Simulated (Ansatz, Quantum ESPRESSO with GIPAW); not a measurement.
# Shieldings and field gradients in GeF2, part 2 of 2

The task is to compute the NMR parameters of GeF2 site by site.

Quantum ESPRESSO with GIPAW; PBEsol.

So far. Step 3 (Shieldings): In this run the largest span is that of Ge (site symmetry m), with principal values 1477, 1490 and 1980 ppm. On F(2) the most shielded direction lies 6° off its short bond to Ge: a field along the bond can't mix the bonding orbital with those across it, so the paramagnetic term is smallest there.

**4. Electric field gradients**

Level of this step: DFT, PBEsol, plane-wave PAW, default files, scalar-relativistic, field gradients (Ansatz).

73Ge has a quadrupole moment, which couples to the field gradient and broadens the lines. The gradient is a property of the ground-state density and needs no response; it is taken from a second code that counts the whole PAW charge. C_Q = eQV_zz/h, with Q = -0.196 barn for 73Ge.

This step: DFT, PBEsol, plane-wave PAW, default files (PAW set soft_2), scalar-relativistic, field gradients (Ansatz 0.2.0), on the same atoms.

File input.yaml:

```yaml
crystal:
  lattice:
    - [8.29763067, 0.0, 0.0]
    - [0.0, 5.25703209, 0.0]
    - [0.0, 0.0, 4.34385781]
  atoms:
    - { symbol: Ge, position: [0.6136186748, 0.25, 0.2408680133] }
    - { symbol: Ge, position: [0.1136186748, 0.25, 0.2591319867] }
    - { symbol: Ge, position: [0.3863813252, 0.75, 0.7591319867] }
    - { symbol: Ge, position: [0.8863813252, 0.75, 0.7408680133] }
    - { symbol: F, position: [0.5, 0.5, 0.5] }
    - { symbol: F, position: [0.0, 0.0, 0.0] }
    - { symbol: F, position: [0.5, 0.0, 0.5] }
    - { symbol: F, position: [0.0, 0.5, 0.0] }
    - { symbol: F, position: [0.7817707661, 0.25, 0.5147356993] }
    - { symbol: F, position: [0.2817707661, 0.25, 0.9852643007] }
    - { symbol: F, position: [0.2182292339, 0.75, 0.4852643007] }
    - { symbol: F, position: [0.7182292339, 0.75, 0.0147356993] }
kpoints:
  mp_grid: { grid: [2, 4, 4] }
scf:
  occupations: { method: fixed }
hamiltonian:
  xc: pbesol
output:
  forces: false
  stress: false
  efg: { quadrupole_moments_barn: { Ge: -0.196 } }
```

On the command line:

```sh
$ ansatz run input.yaml --threads 4 --pin off --max-ram 8192MiB --backend cpu --events-out ev --progress --plain --runs-dir out
```

What it wrote:

```text
[... set-up, SCF cycles and energies left out ...]
--- PAW observables at the nuclei: V_zz in 10²¹ V/m², potentials from the cell's mean, atoms counted from 1 ---
  atom   1  Ge V_zz =   -16.852670   η = 0.3441   by run symmetry: allowed   C_q = +79.8692 MHz
  atom   2  Ge V_zz =   -16.852670   η = 0.3441   by run symmetry: allowed   C_q = +79.8692 MHz
  atom   3  Ge V_zz =   -16.852670   η = 0.3441   by run symmetry: allowed   C_q = +79.8692 MHz
  atom   4  Ge V_zz =   -16.852670   η = 0.3441   by run symmetry: allowed   C_q = +79.8692 MHz
  atom   5  F  V_zz =   +15.160480   η = 0.0554   by run symmetry: allowed
  atom   6  F  V_zz =   +15.160480   η = 0.0554   by run symmetry: allowed
  atom   7  F  V_zz =   +15.160480   η = 0.0554   by run symmetry: allowed
  atom   8  F  V_zz =   +15.160480   η = 0.0554   by run symmetry: allowed
  atom   9  F  V_zz =    +9.156378   η = 0.2441   by run symmetry: allowed
  atom  10  F  V_zz =    +9.156378   η = 0.2441   by run symmetry: allowed
  atom  11  F  V_zz =    +9.156378   η = 0.2441   by run symmetry: allowed
  atom  12  F  V_zz =    +9.156378   η = 0.2441   by run symmetry: allowed
[the lines on potentials at the nuclei are left out]
```

It took 1.2 s on 4 threads of AMD EPYC 9R45, shared host; peak memory 0.7 GiB.

The same from gipaw.x, job efg (2.6 s), which warns that it leaves out the neighbours' augmentation charge. V_zz in 10²¹ V/m²:

| site | Ansatz | gipaw.x | η_Q, first | η_Q, second |
| --- | --- | --- | --- | --- |
| Ge | -16.853 | -15.868 | 0.34 | 0.34 |
| F(1) | 15.160 | 20.297 | 0.06 | 0.04 |
| F(2) | 9.156 | 12.322 | 0.24 | 0.21 |

Among gradients over 0.05 the ratio is farthest from one on F(2), by 35 %; the first column is used below.

Among nuclei of half-integer spin the second-order effect is largest for 73Ge on Ge (spin 9/2, C_Q 79.87 MHz): at 9.4 T it moves the centre of gravity of the MAS line by -46963 ppm from δ_iso, and by a quarter of that at twice the field, by δ_Q = −(3/40)(C_Q/ν0)²(1 + η²/3)[I(I+1) − 3/4]/[I²(2I−1)²] × 10⁶ ppm with ν0 = 14.0 MHz. A line so broad is out of reach of MAS and is recorded static.

**5. NMR parameters by site**

Covalently bonded atoms count as neighbours within 1.18 times the sum of their radii. Otherwise a cation's neighbours lie within 1.2 times its shortest bond (1.3 for large cations, each anion's radius taken off where they differ), and an anion's are the cations that count it.

| site | atom no. | atoms in cell | surroundings | bonds (Å) | σ_iso (ppm) | C_Q (MHz) | η_Q |
| --- | --- | --- | --- | --- | --- | --- | --- |
| Ge | 1 | 4 | GeF3 | 1.83 to 1.97 | 1649 | 79.9 | 0.34 |
| F(1) | 5 | 4 | bound to Ge2 | 1.971 | 153.3 | - | - |
| F(2) | 9 | 4 | bound to Ge | 1.834 | 140.2 | - | - |

By surroundings the F shieldings are 1-coordinate: 140.2; 2-coordinate: 153.3 ppm.

Simulated spectrum: 19F MAS at 62.5 kHz, 7.05 T (282.5 MHz), lines broadened by 2 ppm; the axis counts ppm from the isotropic position of F(1), as −Δσ; rigid lattice, with dipolar and J couplings left out. Its lines over 1.5 % of the strongest:

| offset (ppm) | area |
| --- | --- |
| 234.3 | 0.04 |
| 221.2 | 0.05 |
| 13.1 | 1.00 |
| 0.0 | 0.98 |
| -208.1 | 0.03 |
| -221.2 | 0.04 |

Spinning sidebands lie 221.2 ppm apart.

At this broadening the 2 isotropic lines are resolved; in a real sample the residual dipolar coupling among these abundant spins may hide that.

Simulated spectrum: 73Ge static powder, 23.5 T (35.0 MHz), central transition to second order, lines broadened by 989 ppm; the axis counts ppm from the isotropic position of Ge, as −Δσ; rigid lattice, with dipolar and J couplings and satellite transitions left out.

| offset (ppm) | intensity |
| --- | --- |
| 22931 | 0.00 |
| 21027 | 0.00 |
| 19124 | 0.00 |
| 17221 | 0.11 |
| 15464 | 0.37 |
| 13561 | 0.44 |
| 11657 | 0.63 |
| 10633 | 1.00 |
| 9901 | 0.81 |
| 7997 | 0.56 |
| 6094 | 0.47 |
| 4337 | 0.43 |
| 2434 | 0.40 |
| 531 | 0.41 |
| -1373 | 0.49 |
| -3130 | 0.49 |
| -5033 | 0.48 |
| -6936 | 0.50 |
| -8693 | 0.51 |
| -10596 | 0.56 |
| -12499 | 0.60 |
| -14256 | 0.69 |
| -15867 | 0.92 |
| -16160 | 0.89 |
| -18063 | 0.64 |
| -19966 | 0.56 |
| -21723 | 0.51 |
| -23626 | 0.46 |
| -25530 | 0.44 |
| -27286 | 0.42 |
| -29190 | 0.39 |
| -31093 | 0.37 |
| -32850 | 0.08 |
| -34753 | 0.00 |
| -36656 | 0.00 |
| -38413 | 0.00 |

Most prominent maxima (ppm: height): 10633: 1.00, -15867: 0.92.

**6. Outcome**

```json
{"19F shielding without shape term": "140.2, 153.3 ppm", "73Ge shielding without shape term": "1649 ppm", "73Ge size of C_Q": "79.87 MHz"}
```

19F has 2 sites, in the ratio 1:1: F(2) (bound to Ge) at a shielding of 140.2 and F(1) (bound to Ge2) at a shielding of 153.3 ppm, shape term left out. A shift needs a reference, δ = σ_ref − σ, fixed on measured compounds; for 19F of this kind at this level too few were at hand, or they scattered too widely about a line, so none is given. No sound run at another cutoff or mesh is at hand, so convergence rests on the f-sum rule and on experience with these files. This build of gipaw.x prints that it is not audited and that its numbers are no references by themselves. It also reports spline_ps as false although the input sets it; why was not traced.

[Banner, clock, file and message-heading lines were taken out of the pw.x and gipaw.x logs.]

[Logs are printed without paths, hosts, clocks, repeated set-up lines and the standing remarks that a program may print on its own settings, such as how far it seeks lower states.]

[Hosts, paths, dates, database ids (printed as entryN), source tags and the programs' standing remarks are cut or masked in the printed files.]

[Where no reference line passes its bar on scatter, no shift is given, so a measured shift of this compound may stand uncompared.]
